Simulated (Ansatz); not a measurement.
# Cd2H2ClO2F: complex band structure, part 3 of 3

Wanted: the relaxed cell of Cd2H2ClO2F, its band edges and its decay constants. It is built by putting F for part of the Cl in the CdHClO structure of space group P6_3mc, with the volume rescaled by atomic radii. The parent structure comes from the Materials Project.

Ansatz 0.2.0; PBE DFT, plane waves, PAW files (the session's first sound run).

So far, gap on path (eV): step 3 (the bulk crystal and its band edges) 2.17.

The structure was built from a prototype and need not be the compound's stable phase.

### 5. Complex bands, plane (100), k-mesh 8×4×8

Level of this step: PBE DFT, plane waves, PAW files; complex bands by layer matching along the plane's normal (Ansatz).

The same for the (100) plane, at (0, 0) and (0.5, 0), to see how the decay depends on direction.

Input file input.yaml:

```yaml
crystal:
  lattice:
    - [3.645043577, 0.0, 0.0]
    - [0.0, 10.037413329, 0.0]
    - [1.822521789, 0.0, 3.156700336]
  atoms:
    - { symbol: Cd, position: [0.6666666667, 0.4801773031, 0.6666666667] }
    - { symbol: Cd, position: [0.3333333333, 0.0225077552, 0.3333333333] }
    - { symbol: H, position: [0.0, 0.2948985126, 0.0] }
    - { symbol: H, position: [0.0, 0.8399991204, 0.0] }
    - { symbol: F, position: [0.6666666667, 0.1421502189, 0.6666666667] }
    - { symbol: Cl, position: [0.3333333333, 0.6502470454, 0.3333333333] }
    - { symbol: O, position: [0.0, 0.3919617775, 0.0] }
    - { symbol: O, position: [0.0, 0.9372362668, 0.0] }
kpoints:
  mp_grid: { grid: [8, 4, 8] }
scf:
  occupations: { method: fixed }
hamiltonian:
  xc: pbe
output:
  eigenvalues: true
  transmission:
    leads: [[0, 0]]
    kpoints: [[0.0, 0.0], [0.5, 0.0]]
    e_range: [-1.0, 3.17]
    de: 0.08
```

The run is started by

```bash
> ansatz run input.yaml --threads 2 --pin off --max-ram 4096MiB --backend cpu --events-out ev --progress --plain --runs-dir out
```

Numbers of over 12 decimals in the logs are rounded to 6 here.

The log of the run:

```text
[...]
Crystal: 8 atoms, lattice volume = 115.494 Å³
Basis set: ecut = 420 eV, 2217 PW (Γ)
Bands: 42, of which v1, the nominal top of the filled ones, is band 34 counted from 1 (33 counted from 0)
Symmetry: 6 space group operations
[...]
k-points: 35 of 256 (time reversal used)
[...]
SCF iter   1: F=—  HF=-19565.930902 eV  |F-HF|=—  |Δ(HF+E_count)|=         —  Δρ=2.18e-3  dr2=6.88e-3  ethr=1.77e-3  ⟨swp⟩=4.9  Hψ=4681  notcnv=0  defer=210
[...]
SCF iter   8: F=-19565.930699 eV  HF=-19565.930699 eV  |F-HF|=5.38e-9  |Δ(HF+E_count)|=   1.48e-7  Δρ=6.64e-6  dr2=4.48e-8  ethr=1.47e-10  ⟨swp⟩=9.3  Hψ=5418  notcnv=0
SCF 1 converged in 8 iterations: F = -19565.930699 eV  dr2 = 4.48e-8
[...]
transmission: 4 of 8 steps passed
transmission: 8 of 8 steps passed
SCF converged after 8 iterations
Free energy (F): -19565.930699 eV
[...]
Internal energy: -19565.930699 eV  (E = F + TS)
E sigma→0 (E₀):  -19565.930699 eV
Fermi energy:    4.620668 eV
[...]
--- Band table (eV; the first three rows and the last of 35) ---
  k-point 0: bands = [... 30 lower, 4.3067, 4.3067, 4.6207, 4.6207, 6.7883, 8.7643, 10.1712, 11.4157, ... 4 higher]
  k-point 1: bands = [... 30 lower, 4.0450, 4.2466, 4.2539, 4.5809, 7.3698, 9.0664, 10.5321, 11.8960, ... 4 higher]
  k-point 2: bands = [... 30 lower, 3.5074, 3.7800, 4.1336, 4.5164, 8.5550, 9.6567, 11.2310, 12.5559, ... 4 higher]
  k-point 34: bands = [... 30 lower, 2.8663, 3.3588, 3.8664, 4.2944, 10.4599, 10.9574, 12.2044, 12.8701, ... 4 higher]
--- Transmission ---
  basis      : 317 plane waves across, 4 finite elements along
  points     : 2, as listed
[...]
crystal 0  : Cd2Cl1F1H2O2, at the sites [0, 0], period 3.1567 Å: whole cells are its period
[...]
channels       : 0.000000e0 a spin
[...]
slowest decay  : 0.2557 /Å at (0.0000, 0.0000)
```

Wall time 40 s (2 threads of Intel Xeon Platinum 8375C at 2.90GHz (Ice Lake), shared host); peak memory 1.1 GiB.

Numbers from this step:

```yaml
decay_constant_at_the_filling_level_zone_centre: 0.2557 Å⁻¹
decay_constant_at_the_filling_level_slowest_listed_point: 0.2557 Å⁻¹
```

K parallel (0, 0); values up to 1.5 1/Å, a degenerate pair printed once or twice; energies at which all values exceed this have no row. The Im kz of the slowest decaying states by energy, zero at the highest filled level on the SCF mesh:

| energy (eV) | decay 1 (Å⁻¹) | decay 2 (Å⁻¹) | decay 3 (Å⁻¹) | decay 4 (Å⁻¹) |
| --- | --- | --- | --- | --- |
| -1.00 | 0.185 | 0.468 | 0.648 | 0.750 |
| -0.76 | 0.502 | 0.607 | 0.826 | 0.998 |
| -0.60 | 0.122 | 0.260 | 0.272 | 0.276 |
| -0.36 | 0.201 | 0.383 | 0.536 | 0.541 |
| -0.20 | 0.143 | 0.239 | 0.299 | 0.433 |
| -0.04 | 0.201 | 0.275 | 0.424 | 0.470 |
| 0.04 | 0.0771 | 0.214 | 0.218 | 0.293 |
| 0.28 | 0.197 | 0.244 | 0.341 | 0.439 |
| 0.44 | 0.247 | 0.367 | 0.501 | 0.543 |
| 0.68 | 0.273 | 0.398 | 0.564 | 0.566 |
| 0.84 | 0.267 | 0.301 | 0.414 | 0.579 |
| 1.08 | 0.256 | 0.333 | 0.433 | 0.586 |
| 1.32 | 0.238 | 0.356 | 0.446 | 0.586 |
| 1.48 | 0.222 | 0.369 | 0.451 | 0.586 |
| 1.72 | 0.187 | 0.384 | 0.455 | 0.584 |
| 1.88 | 0.154 | 0.392 | 0.455 | 0.582 |
| 2.12 | 0.0650 | 0.401 | 0.450 | 0.578 |
| 2.36 | 0.407 | 0.441 | 0.573 | 0.605 |
| 2.52 | 0.410 | 0.431 | 0.569 | 0.601 |
| 2.76 | 0.412 | 0.563 | 0.592 | 0.765 |
| 2.92 | 0.399 | 0.410 | 0.557 | 0.584 |
| 3.16 | 0.370 | 0.408 | 0.548 | 0.570 |

K parallel (0, 0). Table of Re kz of states that move upwards by energy, zero at the highest filled level on the SCF mesh:

| energy (eV) | channel 1 (Å⁻¹) | channel 2 (Å⁻¹) | channel 3 (Å⁻¹) | channel 4 (Å⁻¹) | channel 5 (Å⁻¹) |
| --- | --- | --- | --- | --- | --- |
| -1.00 | -0.429 | -0.411 | -0.201 | - | - |
| -0.84 | -0.496 | -0.372 | -0.264 | -0.126 | 0.710 |
| -0.68 | -0.376 | -0.302 | - | - | - |
| -0.52 | -0.585 | -0.307 | -0.216 | - | - |
| -0.36 | -0.246 | -0.211 | -0.0944 | - | - |
| -0.20 | -0.178 | - | - | - | - |
| -0.04 | -0.248 | -0.0770 | - | - | - |
| 0.20 | - | - | - | - | - |
| 0.36 | - | - | - | - | - |
| 0.52 | - | - | - | - | - |
| 0.68 | - | - | - | - | - |
| 0.84 | - | - | - | - | - |
| 1.00 | - | - | - | - | - |
| 1.16 | - | - | - | - | - |
| 1.32 | - | - | - | - | - |
| 1.48 | - | - | - | - | - |
| 1.64 | - | - | - | - | - |
| 1.80 | - | - | - | - | - |
| 1.96 | - | - | - | - | - |
| 2.20 | 0.0547 | - | - | - | - |
| 2.36 | 0.136 | - | - | - | - |
| 2.52 | 0.188 | - | - | - | - |
| 2.68 | 0.232 | - | - | - | - |
| 2.84 | 0.271 | - | - | - | - |
| 3.00 | 0.307 | - | - | - | - |
| 3.16 | 0.342 | - | - | - | - |

K parallel (0.5, 0); values up to 1.5 1/Å, a degenerate pair printed once or twice; energies at which all values exceed this have no row. Table of Im kz of the slowest decaying states by energy, zero at the highest filled level on the SCF mesh:

| energy (eV) | decay 1 (Å⁻¹) | decay 2 (Å⁻¹) | decay 3 (Å⁻¹) | decay 4 (Å⁻¹) |
| --- | --- | --- | --- | --- |
| -1.00 | 0.0316 | 0.288 | 0.309 | 0.632 |
| -0.76 | 0.145 | 0.813 | 0.878 | 0.990 |
| -0.60 | 0.183 | 0.880 | 0.970 | 1.30 |
| -0.36 | 0.292 | 0.377 | 0.840 | 0.935 |
| -0.20 | 0.360 | 0.584 | 0.767 | 0.910 |
| -0.04 | 0.160 | 0.408 | 0.721 | 0.884 |
| 0.04 | 0.202 | 0.427 | 0.742 | 0.870 |
| 0.28 | 0.281 | 0.475 | 0.802 | 0.815 |
| 0.44 | 0.317 | 0.500 | 0.766 | 0.845 |
| 0.68 | 0.358 | 0.531 | 0.713 | 0.896 |
| 0.84 | 0.379 | 0.548 | 0.692 | 0.921 |
| 1.08 | 0.404 | 0.570 | 0.672 | 0.950 |
| 1.32 | 0.424 | 0.588 | 0.659 | 0.976 |
| 1.48 | 0.435 | 0.598 | 0.651 | 0.992 |
| 1.72 | 0.447 | 0.611 | 0.641 | 1.02 |
| 1.88 | 0.453 | 0.620 | 0.634 | 1.04 |
| 2.12 | 0.460 | 0.627 | 0.986 | 1.08 |
| 2.36 | 0.464 | 0.623 | 0.628 | 0.959 |
| 2.52 | 0.464 | 0.614 | 0.635 | 0.946 |
| 2.76 | 0.463 | 0.604 | 0.640 | 0.929 |
| 2.92 | 0.461 | 0.596 | 0.643 | 0.919 |
| 3.16 | 0.455 | 0.584 | 0.646 | 0.905 |

At the listed wavevectors the last open channel is at -0.04 eV and the next at +2.20 eV on the grid. At +1.08 eV, the grid energy nearest the filling level (the middle of the gap on the SCF mesh), the slowest state at the listed wavevectors decays with κ = 0.256 Å⁻¹, its amplitude falling by e over 3.9 Å; the first such run, plane (001), gave 0.299 Å⁻¹.

### 6. Band edges at another level, cutoff 500 eV

This step: r2SCAN DFT, plane waves, PAW files (Ansatz 0.2.0).

The edges again with r2SCAN, at the same atoms. Against that run the cutoff is 500 eV against 420.

Input file input.yaml:

```yaml
crystal:
  lattice:
    - [3.645043577, 0.0, 0.0]
    - [-1.8225217885, 3.1567003356, 0.0]
    - [0.0, 0.0, 10.0374133286]
  atoms:
    - { symbol: Cd, position: [0.6666666667, 0.3333333333, 0.4801773031] }
    - { symbol: Cd, position: [0.3333333333, 0.6666666667, 1.0225077552] }
    - { symbol: H, position: [0.0, 0.0, 0.2948985126] }
    - { symbol: H, position: [0.0, 0.0, 0.8399991204] }
    - { symbol: F, position: [0.6666666667, 0.3333333333, 0.1421502189] }
    - { symbol: Cl, position: [0.3333333333, 0.6666666667, 0.6502470454] }
    - { symbol: O, position: [0.0, 0.0, 0.3919617775] }
    - { symbol: O, position: [0.0, 0.0, 0.9372362668] }
kpoints:
  mp_grid: { grid: [8, 8, 4] }
  band_path: { path: [VBM, CBM], npoints: 30 }
scf:
  occupations: { method: fixed }
hamiltonian:
  xc: r2scan
output:
  eigenvalues: true
```

The log of the run:

```text
[...]
Crystal: 8 atoms, lattice volume = 115.494 Å³
Basis set: ecut = 500 eV, 2989 PW (Γ), exchange–correlation on 108×108×300 points (64 copies of the dense FFT grid, shifted against one another)
Bands: 42, of which v1, the nominal top of the filled ones, is band 34 counted from 1 (33 counted from 0)
Symmetry: 6 space group operations
[...]
k-points: 35 of 256 (time reversal used)
[...]
SCF iter   1: F=—  HF=-19602.239494 eV  |F-HF|=—  |Δ(HF+E_count)|=         —  Δρ=8.56e-3  dr2=6.84e-2  dr2_τ=2.48e-1  ethr=1.77e-3  ⟨swp⟩=5.0  Hψ=4677  notcnv=0  defer=210
[...]
SCF iter   9: F=-19602.215980 eV  HF=-19602.215980 eV  |F-HF|=8.77e-10  |Δ(HF+E_count)|=   2.20e-8  Δρ=3.02e-6  dr2=8.00e-9  dr2_τ=1.05e-9  ethr=1.47e-10  ⟨swp⟩=2.8  Hψ=2847  notcnv=0
SCF 1 converged in 9 iterations: F = -19602.215980 eV  dr2 = 8.00e-9
[...]
SCF converged after 9 iterations
Free energy (F): -19602.215980 eV
[...]
Internal energy: -19602.215980 eV  (E = F + TS)
E sigma→0 (E₀):  -19602.215980 eV
Fermi energy:    4.194682 eV
[...]
--- Band table (eV; the first three rows and the last of 35) ---
  k-point 0: bands = [... 30 lower, 3.8977, 3.8977, 4.1947, 4.1947, 6.8907, 8.9188, 10.3256, 11.6351, ... 4 higher]
  k-point 1: bands = [... 30 lower, 3.9029, 3.9029, 4.1923, 4.1923, 7.0940, 8.4928, 10.7050, 11.5694, ... 4 higher]
  k-point 2: bands = [... 30 lower, 3.9080, 3.9080, 4.1898, 4.1898, 7.4478, 7.9901, 11.1126, 11.4041, ... 4 higher]
  k-point 34: bands = [... 30 lower, 2.3855, 2.9148, 3.4201, 3.8582, 10.7011, 11.2268, 12.4197, 13.0656, ... 4 higher]
```

Run time: 29 s. Hardware: 2 threads; peak memory 0.68 GiB; 58 s of CPU time.

This step gave:

```yaml
free_energy: -19602.2160 eV
fermi_energy: 4.195 eV
gap_on_the_k_mesh: 2.696 eV
gap_on_path: 2.696 eV, by band count; negative where bands overlap
direct_gap_on_path: 2.696 eV
```

Levels at VBM (eV): -6.97, -6.72, -6.60, -6.60, -6.47, -6.47, -5.99, -5.99, -5.77, -5.77, -4.68, -4.52, -2.53, -1.95, -1.95, -1.83, -0.73, -0.73, -0.30, -0.30, 0.00, 0.00, 2.70, 4.72, 6.13, 7.44.

The searched edges give 2.70 eV, as on the mesh.

For the gap on path, step 3 gave 2.17 eV; this run, with r2SCAN and cutoff 500 eV, gives 2.70 eV.

### 7. Complex bands at another level, cutoff 500 eV

This step: r2SCAN DFT, plane waves, PAW files; complex bands by layer matching along the plane's normal (Ansatz 0.2.0).

The complex bands at that level, over its own gap, at (0, 0) and (0.5, 0).

Input file input.yaml:

```yaml
crystal:
  lattice:
    - [3.645043577, 0.0, 0.0]
    - [1.822521789, 3.156700336, 0.0]
    - [0.0, 0.0, 10.037413329]
  atoms:
    - { symbol: Cd, position: [0.3333333333, 0.3333333333, 0.4801773031] }
    - { symbol: Cd, position: [0.6666666667, 0.6666666667, 0.0225077552] }
    - { symbol: H, position: [0.0, 0.0, 0.2948985126] }
    - { symbol: H, position: [0.0, 0.0, 0.8399991204] }
    - { symbol: F, position: [0.3333333333, 0.3333333333, 0.1421502189] }
    - { symbol: Cl, position: [0.6666666667, 0.6666666667, 0.6502470454] }
    - { symbol: O, position: [0.0, 0.0, 0.3919617775] }
    - { symbol: O, position: [0.0, 0.0, 0.9372362668] }
kpoints:
  mp_grid: { grid: [8, 8, 4] }
scf:
  occupations: { method: fixed }
hamiltonian:
  xc: r2scan
output:
  eigenvalues: true
  transmission:
    leads: [[0, 0]]
    kpoints: [[0.0, 0.0], [0.5, 0.0]]
    e_range: [-1.0, 3.7]
    de: 0.08
```

The log of the run:

```text
[...]
Crystal: 8 atoms, lattice volume = 115.494 Å³
Basis set: ecut = 500 eV, 2989 PW (Γ), exchange–correlation on 108×108×300 points (64 copies of the dense FFT grid, shifted against one another)
Bands: 42, of which v1, the nominal top of the filled ones, is band 34 counted from 1 (33 counted from 0)
Symmetry: 6 space group operations
[...]
k-points: 35 of 256 (time reversal used)
[...]
SCF iter   1: F=—  HF=-19602.239493 eV  |F-HF|=—  |Δ(HF+E_count)|=         —  Δρ=8.56e-3  dr2=6.84e-2  dr2_τ=2.48e-1  ethr=1.77e-3  ⟨swp⟩=5.0  Hψ=4677  notcnv=0  defer=210
[...]
SCF iter   9: F=-19602.215980 eV  HF=-19602.215980 eV  |F-HF|=8.95e-10  |Δ(HF+E_count)|=   2.22e-8  Δρ=3.02e-6  dr2=7.99e-9  dr2_τ=1.05e-9  ethr=1.47e-10  ⟨swp⟩=2.8  Hψ=2844  notcnv=0
SCF 1 converged in 9 iterations: F = -19602.215980 eV  dr2 = 7.99e-9
[...]
transmission: 14 of 28 steps passed
transmission: 28 of 28 steps passed
SCF converged after 9 iterations
Free energy (F): -19602.215980 eV
[...]
Internal energy: -19602.215980 eV  (E = F + TS)
E sigma→0 (E₀):  -19602.215980 eV
Fermi energy:    4.194682 eV
[...]
--- Band table (eV; the first three rows and the last of 35) ---
  k-point 0: bands = [... 30 lower, 3.8977, 3.8977, 4.1947, 4.1947, 6.8907, 8.9188, 10.3256, 11.6351, ... 4 higher]
  k-point 1: bands = [... 30 lower, 3.9029, 3.9029, 4.1923, 4.1923, 7.0940, 8.4928, 10.7050, 11.5694, ... 4 higher]
  k-point 2: bands = [... 30 lower, 3.9080, 3.9080, 4.1898, 4.1898, 7.4478, 7.9901, 11.1126, 11.4041, ... 4 higher]
  k-point 34: bands = [... 30 lower, 2.3855, 2.9148, 3.4201, 3.8582, 10.7011, 11.2268, 12.4197, 13.0656, ... 4 higher]
--- Transmission ---
  basis      : 121 plane waves across, 14 finite elements along
  points     : 2, as listed
[...]
channels       : 0.000000e0 a spin
[...]
slowest decay  : 0.3347 /Å at (0.0000, 0.0000)
```

Wall time 18 s (2 threads); peak memory 0.72 GiB; 36 s of CPU time.

This step gave:

| Property | Result |
| --- | --- |
| level to which the leads are filled | 1.348 eV from the Fermi level |
| decay constant at the filling level, zone centre | 0.3347 Å⁻¹ |
| decay constant at the filling level, slowest listed point | 0.3347 Å⁻¹ |

K parallel (0, 0); values up to 1.5 1/Å, a degenerate pair printed once or twice; energies at which all values exceed this have no row. The Im kz of the slowest decaying states by energy, zero at the highest filled level on the SCF mesh:

| energy (eV) | decay 1 (Å⁻¹) | decay 2 (Å⁻¹) | decay 3 (Å⁻¹) | decay 4 (Å⁻¹) |
| --- | --- | --- | --- | --- |
| -1.00 | 0.325 | 0.557 | 1.00 | 1.48 |
| -0.76 | 0.275 | 0.348 | 1.00 | 1.49 |
| -0.52 | 0.364 | 0.412 | 1.00 | 1.49 |
| -0.28 | 0.150 | 0.374 | 1.00 | 1.49 |
| -0.04 | 0.318 | 0.379 | 1.00 | 1.49 |
| 0.12 | 0.380 | 0.519 | 1.000 | 1.48 |
| 0.36 | 0.379 | 0.716 | 0.996 | 1.47 |
| 0.60 | 0.373 | 0.835 | 0.992 | 1.46 |
| 0.84 | 0.364 | 0.926 | 0.988 | 1.46 |
| 1.08 | 0.351 | 0.982 | 1.00 | 1.45 |
| 1.32 | 0.335 | 0.976 | 1.07 | 1.44 |
| 1.56 | 0.313 | 0.969 | 1.12 | 1.43 |
| 1.80 | 0.286 | 0.961 | 1.17 | 1.42 |
| 2.04 | 0.252 | 0.953 | 1.21 | 1.42 |
| 2.28 | 0.206 | 0.944 | 1.24 | 1.41 |
| 2.52 | 0.138 | 0.935 | 1.26 | 1.40 |
| 2.68 | 0.0420 | 0.928 | 1.27 | 1.40 |
| 2.92 | 0.917 | 1.28 | 1.39 | - |
| 3.16 | 0.906 | 1.29 | 1.38 | - |
| 3.40 | 0.0560 | 0.894 | 1.29 | 1.38 |
| 3.64 | 0.0546 | 0.881 | 1.29 | 1.37 |

K parallel (0.5, 0); values up to 1.5 1/Å, a degenerate pair printed once or twice; energies at which all values exceed this have no row. The Im kz of the slowest decaying states by energy, zero at the highest filled level on the SCF mesh:

| energy (eV) | decay 1 (Å⁻¹) | decay 2 (Å⁻¹) | decay 3 (Å⁻¹) | decay 4 (Å⁻¹) |
| --- | --- | --- | --- | --- |
| -1.00 | 0.182 | 0.381 | 0.511 | 1.27 |
| -0.84 | 0.346 | 0.535 | 1.28 | - |
| -0.60 | 0.135 | 0.243 | 0.567 | 1.29 |
| -0.44 | 0.232 | 0.319 | 0.585 | 1.30 |
| -0.28 | 0.243 | 0.370 | 0.602 | 1.31 |
| -0.04 | 0.348 | 0.426 | 0.625 | 1.32 |
| 0.12 | 0.455 | 0.467 | 0.639 | 1.33 |
| 0.28 | 0.480 | 0.543 | 0.652 | 1.35 |
| 0.52 | 0.510 | 0.627 | 0.669 | 1.37 |
| 0.68 | 0.527 | 0.670 | 0.680 | 1.38 |
| 0.84 | 0.542 | 0.691 | 0.707 | 1.40 |
| 1.08 | 0.561 | 0.706 | 0.755 | 1.44 |
| 1.24 | 0.572 | 0.716 | 0.783 | 1.48 |
| 1.40 | 0.582 | 0.725 | 0.808 | 1.50 |
| 1.56 | 0.590 | 0.735 | 0.830 | 1.48 |
| 1.80 | 0.601 | 0.751 | 0.860 | 1.47 |
| 1.96 | 0.607 | 0.762 | 0.878 | 1.45 |
| 2.12 | 0.612 | 0.774 | 0.895 | 1.43 |
| 2.36 | 0.618 | 0.796 | 0.917 | 1.39 |
| 2.52 | 0.621 | 0.815 | 0.931 | 1.36 |
| 2.68 | 0.624 | 0.841 | 0.944 | 1.33 |
| 2.92 | 0.627 | 0.909 | 0.961 | 1.27 |
| 3.08 | 0.628 | 0.972 | 1.07 | 1.16 |
| 3.24 | 0.628 | 0.958 | 0.981 | 1.27 |
| 3.48 | 0.628 | 0.829 | 0.995 | 1.29 |
| 3.64 | 0.627 | 0.781 | 1.00 | 1.29 |

At the listed wavevectors the last open channel is at -0.76 eV and the next at +2.76 eV on the grid, wider than the gap, since narrow bands can fall between grid energies. At +1.32 eV, the grid energy nearest the filling level (the middle of the gap on the SCF mesh), the slowest state at the listed wavevectors decays with κ = 0.335 Å⁻¹, its amplitude falling by e over 3.0 Å; the first such run, plane (001), gave 0.299 Å⁻¹.

### 8. Summary of results

```json
{
 "band gap": "2.17 eV",
 "least decay constant at mid-gap, normal to (001)": "0.299 Å⁻¹",
 "least decay constant at mid-gap, normal to (100)": "0.256 Å⁻¹",
 "least decay constant, r2SCAN": "0.335 Å⁻¹"
}
```

With PBE, the slowest decay at the wavevectors tried is κ = 0.256 Å⁻¹, normal to (100). Through such a film the transmission near mid-gap falls as exp(−2κd), a factor of ten every 4.5 Å. The decay depends on direction: 1.2 times faster normal to (001). A free electron under a barrier of half the gap would need a mass of 0.23 mₑ to decay at this rate. With r2SCAN the gap goes from 2.17 to 2.70 eV and the decay constant, over the first 2 listed wavevectors, from 0.299 to 0.335 Å⁻¹. The compound is made up by substitution; its stability against other phases and against distortions of the cell's symmetry was not tested. A semilocal functional narrows gaps, so real decay constants are likely larger.

[Logs are printed without paths, hosts, clocks, repeated set-up lines and the standing remarks that a program may print on its own settings, such as how far it seeks lower states.]

[Hosts, paths, dates, database ids (printed as entryN), source tags and the programs' standing remarks are cut or masked in the printed files.]
